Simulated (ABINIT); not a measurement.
# A GW chain in ABINIT: SiC (F-43m), part 2 of 3

How does a plane-wave GW calculation on SiC (F-43m) run from the first input to the gap?

ABINIT 10.8.3; PBE and many-body steps on it, plane waves. Known limits of the many-body steps: not at the basis limit.

So far. Step 2 (Ground state): The gap is indirect, with the least direct gap 3.19 eV higher.

### 3. Bands along the symmetry lines

Level of this step: DFT, PBE, plane waves, norm-conserving pseudopotentials (ABINIT).

Levels along a band path, at the cheap level, show where the edges lie and whether the meshes to come will hold them.

The input, run.abi:

```
acell 3*1.0 Angstrom
rprim 
  -0.000000000000 2.179000000000 2.179000000000
  2.179000000000 -0.000000000000 2.179000000000
  2.179000000000 2.179000000000 -0.000000000000
ntypat 2
znucl 14 6
natom 2
typat 1 2
xred 
  0.000000000000 0.000000000000 0.000000000000
  0.250000000000 0.250000000000 0.250000000000
pp_dirpath "pseudos"
pseudos "Si.upf, C.upf"
ecut 37
iscf -2
irdden 1
kptopt 0
nkpt 50
kpt 
  0.00000000 0.00000000 0.00000000
  -0.06250000 -0.06250000 0.00000000
  -0.12500000 -0.12500000 0.00000000
  -0.18750000 -0.18750000 0.00000000
  -0.25000000 -0.25000000 0.00000000
  -0.31250000 -0.31250000 0.00000000
  -0.37500000 -0.37500000 0.00000000
  -0.43750000 -0.43750000 0.00000000
  -0.50000000 -0.50000000 0.00000000
  -0.48437500 -0.48437500 0.03125000
  -0.46875000 -0.46875000 0.06250000
  -0.45312500 -0.45312500 0.09375000
  -0.43750000 -0.43750000 0.12500000
  -0.42187500 -0.42187500 0.15625000
  -0.40625000 -0.40625000 0.18750000
  -0.39062500 -0.39062500 0.21875000
  -0.37500000 -0.37500000 0.25000000
  -0.37500000 0.00000000 0.37500000
  -0.32812500 0.00000000 0.32812500
  -0.28125000 0.00000000 0.28125000
  -0.23437500 0.00000000 0.23437500
  -0.18750000 0.00000000 0.18750000
  -0.14062500 0.00000000 0.14062500
  -0.09375000 0.00000000 0.09375000
  -0.04687500 0.00000000 0.04687500
  0.00000000 0.00000000 0.00000000
  0.00000000 0.00000000 0.06250000
  0.00000000 0.00000000 0.12500000
  0.00000000 0.00000000 0.18750000
  0.00000000 0.00000000 0.25000000
  0.00000000 0.00000000 0.31250000
  0.00000000 0.00000000 0.37500000
  0.00000000 0.00000000 0.43750000
  0.00000000 0.00000000 0.50000000
  -0.06250000 -0.03125000 0.46875000
  -0.12500000 -0.06250000 0.43750000
  -0.18750000 -0.09375000 0.40625000
  -0.25000000 -0.12500000 0.37500000
  -0.31250000 -0.15625000 0.34375000
  -0.37500000 -0.18750000 0.31250000
  -0.43750000 -0.21875000 0.28125000
  -0.50000000 -0.25000000 0.25000000
  -0.50000000 -0.28125000 0.21875000
  -0.50000000 -0.31250000 0.18750000
  -0.50000000 -0.34375000 0.15625000
  -0.50000000 -0.37500000 0.12500000
  -0.50000000 -0.40625000 0.09375000
  -0.50000000 -0.43750000 0.06250000
  -0.50000000 -0.46875000 0.03125000
  -0.50000000 -0.50000000 0.00000000
istwfk *1
nband 11
nbdbuf 2
tolwfr 1e-08
nstep 40
prtwf 0
prtvol 0
indata_prefix "in"
outdata_prefix "out"
tmpdata_prefix "tmp"
```

On the command line:

```console
> OMP_NUM_THREADS=1 mpirun -n 8 abinit run.abi > log
```

Numbers of over 12 decimals in the logs are rounded to 6 here.

Log:

```text
.Version 10.8.3 of ABINIT. v10.8.2 released Aug 2026.

 Symmetries : space group F-4 3 m (#216); Bravais cF (face-center cubic)
[... echo of the input left out ...]
== DATASET  1 ==================================================================
-   mpi_nproc: 8, omp_nthreads: 1 (-1 if OMP is not activated)

--- !DatasetInfo
iteration_state: {dtset: 1, }
dimensions: {natom: 2, nkpt: 50, mband: 11, nsppol: 1, nspinor: 1, nspden: 1, mpw: 1524, }
cutoff_energies: {ecut:  37.0, pawecutdg:  -1.0, }
electrons: {nelect:   8.00000000E+00, charge:   0.00000000E+00, occopt:   1.00000000E+00, tsmear:   1.00000000E-02, }

 Real(R)+Recip(G) space primitive vectors, cartesian coordinates (Bohr,Bohr^-1):
 R(1)=  0.0000000  4.1177132  4.1177132  G(1)= -0.1214266  0.1214266  0.1214266
 R(2)=  4.1177132  0.0000000  4.1177132  G(2)=  0.1214266 -0.1214266  0.1214266
 R(3)=  4.1177132  4.1177132  0.0000000  G(3)=  0.1214266  0.1214266 -0.1214266
 Unit cell volume ucvol=  1.3963629E+02 bohr^3
 Angles (23,13,12)=  6.00000000E+01  6.00000000E+01  6.00000000E+01 degrees

 getcut: wavevector=  0.0000  0.0000  0.0000  ngfft=  32  32  32
         ecut(hartree)=     37.000   => boxcut(ratio)=   2.00684

--- Pseudopotential description ------------------------------------------------
- Si Generated using ONCVPSP code by D. R. Hamann
- 14.00000   4.00000  171031                  znucl, zion, pspdat
12 -101130 2 -1 1510                          pspcod,pspxc,lmax,lloc,mmax
     nproj     2     2     2
  pspatm : epsatm=    9.34321561
         --- l  ekb(1:nproj) -->
             0    5.168965    0.829883
             1    2.571282    0.578307
             2   -2.427311   -0.488097
 pspatm: atomic psp has been read  and splines computed

- C Generated using ONCVPSP code by D. R. Hamann
-  6.00000   4.00000  171031                  znucl, zion, pspdat
12 -101130 1 -1 1248                          pspcod,pspxc,lmax,lloc,mmax
     nproj     2     2     0
  pspatm : epsatm=    4.31346680
         --- l  ekb(1:nproj) -->
[...]
pspatm: atomic psp has been read  and splines computed

--------------------------------------------------------------------------------

================================================================================
 prteigrs : about to open file out_EIG
 Non-SCF case, kpt    1 (  0.00000  0.00000  0.00000), residuals and eigenvalues=
  7.31E-09  4.96E-09  5.11E-09  9.57E-09  4.44E-09  2.28E-09  5.11E-09  7.08E-09
[...]
-3.1511E-01  2.5118E-01  2.5118E-01  2.5118E-01  4.7989E-01  5.1987E-01
  5.1987E-01  5.1987E-01  7.8510E-01  7.8510E-01  8.5604E-01
 Non-SCF case, kpt    2 ( -0.06250 -0.06250  0.00000), residuals and eigenvalues=
  9.46E-10  3.51E-09  2.94E-09  7.57E-09  2.73E-09  5.13E-09  2.12E-09  7.33E-09
[...]
-3.1136E-01  2.3949E-01  2.4389E-01  2.4389E-01  4.8954E-01  5.1068E-01
[...]
1.01E-09  2.75E-09  3.28E-09  3.77E-09  2.35E-09  4.84E-09  1.51E-09  8.94E-09
[...]
-3.0018E-01  2.1014E-01  2.2553E-01  2.2553E-01  4.7852E-01  5.1628E-01
  5.5867E-01  5.5867E-01  6.7428E-01  8.0189E-01  9.1296E-01
[...]
Non-SCF case, kpt   49 ( -0.50000 -0.46875  0.03125), residuals and eigenvalues=
[...]
-1.3046E-01 -3.4798E-02  1.3098E-01  1.3132E-01  3.0612E-01  4.1484E-01
  7.5986E-01  7.6594E-01  7.9086E-01  9.7615E-01  1.0605E+00
 Non-SCF case, kpt   50 ( -0.50000 -0.50000  0.00000), residuals and eigenvalues=
[...]
-1.3075E-01 -3.5551E-02  1.3389E-01  1.3389E-01  3.0121E-01  4.1043E-01
  7.6569E-01  7.6569E-01  7.9395E-01  9.8755E-01  1.0706E+00

--- !ResultsGS
iteration_state: {dtset: 1, }
comment   : Summary of ground state results
lattice_vectors:
- [ -0.0000000,   4.1177132,   4.1177132, ]
- [  4.1177132,  -0.0000000,   4.1177132, ]
- [  4.1177132,   4.1177132,  -0.0000000, ]
lattice_lengths: [   5.82333,    5.82333,    5.82333, ]
lattice_angles: [ 60.000,  60.000,  60.000, ] # degrees, (23, 13, 12)
lattice_volume:   1.3963629E+02
convergence: {deltae:  0.000E+00, res2:  0.000E+00, residm:  9.981E-09, diffor:  0.000E+00, }
etotal    :  -1.02697872E+01
entropy   :   0.00000000E+00
fermie    :   2.51183540E-01
cartesian_stress_tensor: null
pressure_GPa: null
xred      :
- [  0.0000E+00,   0.0000E+00,   0.0000E+00, Si]
- [  2.5000E-01,   2.5000E-01,   2.5000E-01,  C]
cartesian_forces: null
force_length_stats: {min: null, max: null, mean: null, }

 Integrated electronic density in atomic spheres:
 ------------------------------------------------
 Atom  Sphere_radius  Integrated_density
[...]
================================================================================

 ----iterations are completed or convergence reached----

 Mean square residual over all n,k,spin=   47.481E-10; max=  99.808E-10
 reduced coordinates (array xred) for    2 atoms
[...]
cartesian coordinates (angstrom) at end:
    1      0.000000     0.000000     0.000000
    2      1.089500     1.089500     1.089500
 length scales=  1.889726125908  1.889726125908  1.889726125908 bohr
              =  1.000000000000  1.000000000000  1.000000000000 angstroms
 prteigrs : about to open file out_EIG
 Eigenvalues (hartree) for nkpt=  50  k points:
 kpt#   1, nband= 11, wtk=  1.00000, kpt=  0.0000  0.0000  0.0000 (reduced coord)
[...]
kpt#   2, nband= 11, wtk=  1.00000, kpt= -0.0625 -0.0625  0.0000 (reduced coord)
[...]
kpt#   3, nband= 11, wtk=  1.00000, kpt= -0.1250 -0.1250  0.0000 (reduced coord)
[...]
kpt#  49, nband= 11, wtk=  1.00000, kpt= -0.5000 -0.4687  0.0313 (reduced coord)
  -0.13046   -0.03480    0.13098    0.13132    0.30612    0.41484    0.75986    0.76594
   0.79086    0.97615    1.06049
 kpt#  50, nband= 11, wtk=  1.00000, kpt= -0.5000 -0.5000  0.0000 (reduced coord)
  -0.13075   -0.03555    0.13389    0.13389    0.30121    0.41043    0.76569    0.76569
   0.79395    0.98755    1.07056

== END DATASET(S) ==============================================================
================================================================================

 -outvars: echo values of variables after computation  --------
            nband          11
             nkpt          50
          spgroup         216
 [... the other variables as echoed above ...]

 Calculation completed.
```

The job ended after 2.9 s (8 MPI ranks of Arm Neoverse V1, shared host; peak memory 0.07 GiB).

This step gave:

| Item | Value |
| --- | --- |
| gap | 1.361 eV |
| k of the valence top | 0, 0, 0 |
| k of the conduction bottom | -0.5, -0.5, 0 |
| least direct gap | 4.553 eV |

The gap is 1.361 eV, as in the run before at this level.

The electronic bands at the labelled points (eV, zero at the top of the highest filled band; v1 is the highest filled band, c1 the lowest empty one):

| point | v4 | v3 | v2 | v1 | c1 | c2 | c3 | c4 |
| --- | --- | --- | --- | --- | --- | --- | --- | --- |
| Γ | -15.41 | 0.00 | 0.00 | 0.00 | 6.22 | 7.31 | 7.31 | 7.31 |
| halfway | -13.81 | -3.35 | -1.94 | -1.94 | 4.06 | 6.35 | 10.58 | 10.58 |
| X | -10.39 | -7.80 | -3.19 | -3.19 | 1.36 | 4.33 | 14.00 | 14.00 |
| halfway | -10.34 | -7.64 | -4.23 | -3.04 | 2.10 | 5.31 | 13.33 | 13.54 |
| U | -10.39 | -7.28 | -5.55 | -2.60 | 3.11 | 7.78 | 11.84 | 12.45 |
| jump to K | -10.39 | -7.28 | -5.55 | -2.60 | 3.11 | 7.78 | 11.84 | 12.45 |
| halfway | -13.64 | -4.48 | -2.93 | -0.54 | 6.77 | 7.84 | 8.25 | 9.05 |
| Γ | -15.41 | 0.00 | 0.00 | 0.00 | 6.22 | 7.31 | 7.31 | 7.31 |
| halfway | -14.21 | -4.30 | -0.61 | -0.61 | 5.99 | 7.91 | 7.91 | 9.35 |
| L | -11.84 | -8.54 | -1.05 | -1.05 | 5.43 | 7.23 | 7.23 | 10.05 |
| halfway | -11.20 | -7.83 | -3.71 | -2.26 | 5.25 | 7.28 | 10.15 | 11.00 |
| W | -10.16 | -7.03 | -4.99 | -4.69 | 5.21 | 9.44 | 9.45 | 9.79 |
| halfway | -10.28 | -7.49 | -4.07 | -4.05 | 3.06 | 6.02 | 11.94 | 13.32 |
| X | -10.39 | -7.80 | -3.19 | -3.19 | 1.36 | 4.33 | 14.00 | 14.00 |

The electronic bands as a text plot (rows in eV, shown from -8.0 to 7.4 only):

```
    7.0 |+++++           +      ++++++++        +++++++
    6.4 |++++ ++                     +++++++
    5.8 |       ++      +     ++            +++++ ++++       +
    5.1 |    +    +    +    ++                   +    ++++++  +
    4.5 |          ++++                                     +  ++
    3.8 |     ++           +
    3.2 |       ++        +                                  +
    2.6 |               ++                                    +
    1.9 |         +   ++                                       +
    1.3 |          +++                                          +
    0.6 |
    0.0 |**                      **********
   -0.6 |  **                   *  ***  *  *****
   -1.3 |  ***              ****         **     *****
   -1.9 |    ***           *     ****               **
   -2.6 |       ***      **                *         **
   -3.2 |     **   ******       ***                    *       **
   -3.8 |                     **                      * *    **
   -4.5 |       **     **       *           *          * ****
   -5.1 |                *  **                          ****
   -5.8 |         *       **  **             **
   -6.4 |                   **
   -7.0 |          **     **                   *        *****
   -7.7 |            *****                            **     ****
         Γ           X  U|K            Γ         L        W     X
```

### 4. Empty states on the mesh, 6×6×6 mesh, 107 bands

The sums over transitions need many empty states on a uniform mesh; this step solves for them.

The input, run.abi:

```
acell 3*1.0 Angstrom
rprim 
  -0.000000000000 2.179000000000 2.179000000000
  2.179000000000 -0.000000000000 2.179000000000
  2.179000000000 2.179000000000 -0.000000000000
ntypat 2
znucl 14 6
natom 2
typat 1 2
xred 
  0.000000000000 0.000000000000 0.000000000000
  0.250000000000 0.250000000000 0.250000000000
pp_dirpath "pseudos"
pseudos "Si.upf, C.upf"
ecut 37
ngkpt 6 6 6
nshiftk 1
shiftk 0 0 0
kptopt 1
chksymbreak 0
irdden 1
istwfk *1
nband 107
prtvol 0
optdriver 6
gwr_task "HDIAGO"
paral_kgb 0
occopt 1
indata_prefix "in"
outdata_prefix "out"
tmpdata_prefix "tmp"
```

Log:

```text
[banner, memory and clock lines left out]
.Version 10.8.3 of ABINIT. v10.8.2 released Aug 2026.

 Symmetries : space group F-4 3 m (#216); Bravais cF (face-center cubic)
[... echo of the input left out ...]
== DATASET  1 ==================================================================
-   mpi_nproc: 8, omp_nthreads: 1 (-1 if OMP is not activated)

--- !DatasetInfo
iteration_state: {dtset: 1, }
dimensions: {natom: 2, nkpt: 16, mband: 107, nsppol: 1, nspinor: 1, nspden: 1, mpw: 1524, }
cutoff_energies: {ecut:  37.0, pawecutdg:  -1.0, }
electrons: {nelect:   8.00000000E+00, charge:   0.00000000E+00, occopt:   1.00000000E+00, tsmear:   1.00000000E-02, }

.Using double precision arithmetic; gwpc =  8

- Reading GS density from: in_DEN

--- Pseudopotential description ------------------------------------------------
- Si Generated using ONCVPSP code by D. R. Hamann
- 14.00000   4.00000  171031                  znucl, zion, pspdat
12 -101130 2 -1 1510                          pspcod,pspxc,lmax,lloc,mmax
     nproj     2     2     2
  pspatm : epsatm=    9.34321561
         --- l  ekb(1:nproj) -->
             0    5.168965    0.829883
             1    2.571282    0.578307
             2   -2.427311   -0.488097
 pspatm: atomic psp has been read  and splines computed

- C Generated using ONCVPSP code by D. R. Hamann
-  6.00000   4.00000  171031                  znucl, zion, pspdat
12 -101130 1 -1 1248                          pspcod,pspxc,lmax,lloc,mmax
     nproj     2     2     0
  pspatm : epsatm=    4.31346680
         --- l  ekb(1:nproj) -->
             0    6.481548    0.385504
             1   -4.199961   -0.877517
 pspatm: atomic psp has been read  and splines computed

   1.09253459E+02                                ecore*ucvol(ha*bohr**3)

 Total charge density [el/Bohr^3]
)     Maximum=    2.7627E-01  at reduced coord.    0.1875    0.2188    0.4063
)     Minimum=    1.3992E-03  at reduced coord.    0.0000    0.0000    0.0000
   Integrated=    8.0000E+00

 === KS gaps after direct diagonalization ===
 Indirect band gap semiconductor
 Fundamental gap:     1.361 (eV)
   VBM:     6.835 (eV) at k: [ 0.0000E+00,  0.0000E+00,  0.0000E+00]
   CBM:     8.196 (eV) at k: [ 5.0000E-01,  5.0000E-01,  0.0000E+00]
 Direct gap:         4.553 (eV) at k: [ 5.0000E-01,  5.0000E-01,  0.0000E+00]

== END DATASET(S) ==============================================================

 -outvars: echo values of variables after computation  --------
           etotal      0.0000000000E+00
            nband         107
             nkpt          16
          spgroup         216
 [... the other variables as echoed above ...]

 Calculation completed.
```

Elapsed: 8.2 s, on 8 MPI ranks; peak memory 1.5 GiB.

Numbers from this step:

| Item | Value |
| --- | --- |
| gap | 1.361 eV |
| k of the valence top | 0, 0, 0 |
| k of the conduction bottom | 0.5, 0.5, 0 |
| least direct gap | 4.553 eV |
| k points computed | 16 |
| lowest point of the top converged band, above the valence top | 141.1380 eV |

On this mesh the gap is 1.361 eV.

### 5. Screening, 6×6×6 mesh, 99 bands, screening to 217.7 eV

The RPA dielectric matrix is built and inverted for each q.

This step: RPA screening on PBE, plane waves, norm-conserving pseudopotentials.

Changes to run.abi since step 4:

```diff
@@ -20,10 +20,11 @@
 chksymbreak 0
-irdden 1
 istwfk *1
-nband 107
-prtvol 0
-optdriver 6
-gwr_task "HDIAGO"
-paral_kgb 0
 occopt 1
+irdwfk 1
+optdriver 3
+nband 99
+ecuteps 8
+inclvkb 2
+awtr 1
+symchi 1
 indata_prefix "in"
```

Log:

```text
.Version 10.8.3 of ABINIT. v10.8.2 released Aug 2026.

 Symmetries : space group F-4 3 m (#216); Bravais cF (face-center cubic)
[... echo of the input left out ...]
== DATASET  1 ==================================================================
-   mpi_nproc: 8, omp_nthreads: 1 (-1 if OMP is not activated)

--- !DatasetInfo
iteration_state: {dtset: 1, }
dimensions: {natom: 2, nkpt: 16, mband: 99, nsppol: 1, nspinor: 1, nspden: 1, mpw: 1524, }
cutoff_energies: {ecut:  37.0, pawecutdg:  -1.0, }
electrons: {nelect:   8.00000000E+00, charge:   0.00000000E+00, occopt:   1.00000000E+00, tsmear:   1.00000000E-02, }

 SCREENING: Calculation of the susceptibility and dielectric matrices

 Based on a program developped by R.W. Godby, V. Olevano, G. Onida, and L. Reining.
 Incorporated in ABINIT by V. Olevano, G.-M. Rignanese, and M. Torrent.
.Using double precision arithmetic ; gwpc =  8

[... cell and pseudopotentials left out ...]
--------------------------------------------------------------------------------

 ==== K-mesh for the wavefunctions ====
 Number of points in the irreducible wedge :    16
[... list of points left out ...]
 Together with 24 symmetry operations and time-reversal symmetry
 yields   216 points in the full Brillouin Zone.

 ==== Q-mesh for the screening function ====
 Number of points in the irreducible wedge :    16
[... list of points left out ...]
 Together with 24 symmetry operations and time-reversal symmetry
 yields   216 points in the full Brillouin Zone.

 setmesh: FFT mesh size selected  =    24x   24x   24
          total number of points  =        13824

 vcoul_init : cutoff-mode = AUXILIARY_FUNCTION
 q-points for optical limit:   1
     1)      0.000010    0.000020    0.000030

- screening: taking advantage of time-reversal symmetry
- Maximum band index for partially occupied states nbvw = 4
- Remaining bands to be divided among processors   nbcw = 95
- Number of bands treated by each node ~11

 Number of electrons calculated from density =    8.0000; Expected =    8.0000
 average of density, n =  0.057292
 r_s =    1.6092
 omega_plasma =   23.0888 [eV]

 calculating chi0 at frequencies [eV] :
  1    0.000000E+00    0.000000E+00
  2    0.000000E+00    2.308880E+01

--------------------------------------------------------------------------------
  q-point number  1        q = ( 0.000000, 0.000000, 0.000000) [r.l.u.]
--------------------------------------------------------------------------------
[... chi0 elements left out ...]
 For q-point:  0.000010 0.000020 0.000030
  dielectric constant =   7.0822
  dielectric constant without local fields =   7.7434

  Average fulfillment of the sum rule on Im[epsilon] for q-point    1 :     91.32  [%]
[... wings left out ...]
  q-point number  2        q = ( 0.166667, 0.000000, 0.000000) [r.l.u.]
--------------------------------------------------------------------------------
[... chi0 elements left out ...]
  Average fulfillment of the sum rule on Im[epsilon] for q-point    2 :     95.94  [%]

 [... 14 further q-points ...]
```

It took 22 s on 8 MPI ranks; peak memory 1.1 GiB; 2.9 min of CPU time.

Numbers from this step:

* ε∞ with local fields, on this mesh, along the program's q direction: 7.082
* the same without local fields: 7.743
* plasma frequency: 23.09 eV
* plane waves in the screening matrix: 169

Local fields lower ε∞ by 9 %.

(Part 2 of 3 ends here.)

[Paths, hosts, dates, memory and timing lines, banners, echoed tables and standing remarks are left out of the program output.]

[Logs are printed without paths, hosts, clocks, repeated set-up lines and the standing remarks that a program may print on its own settings, such as how far it seeks lower states.]

[Runs of the session that timed out or met a known fault of the program may be left out.]

[No measured gap is set beside runs whose start may be inverted or whose files or cutoffs have a known fault.]

[Hosts, paths, dates, database ids (printed as entryN), source tags and the programs' standing remarks are cut or masked in the printed files.]

[G0W0 gaps are taken among the corrected bands and points alone; a level outside them can change the order at an edge.]

[Where Ansatz stands beside ABINIT at settings called matched, ABINIT's density can come from a denser mesh and the files from another edition; pairs whose starting gaps differed by over 0.03 eV were left out, so agreement reads better than it is.]
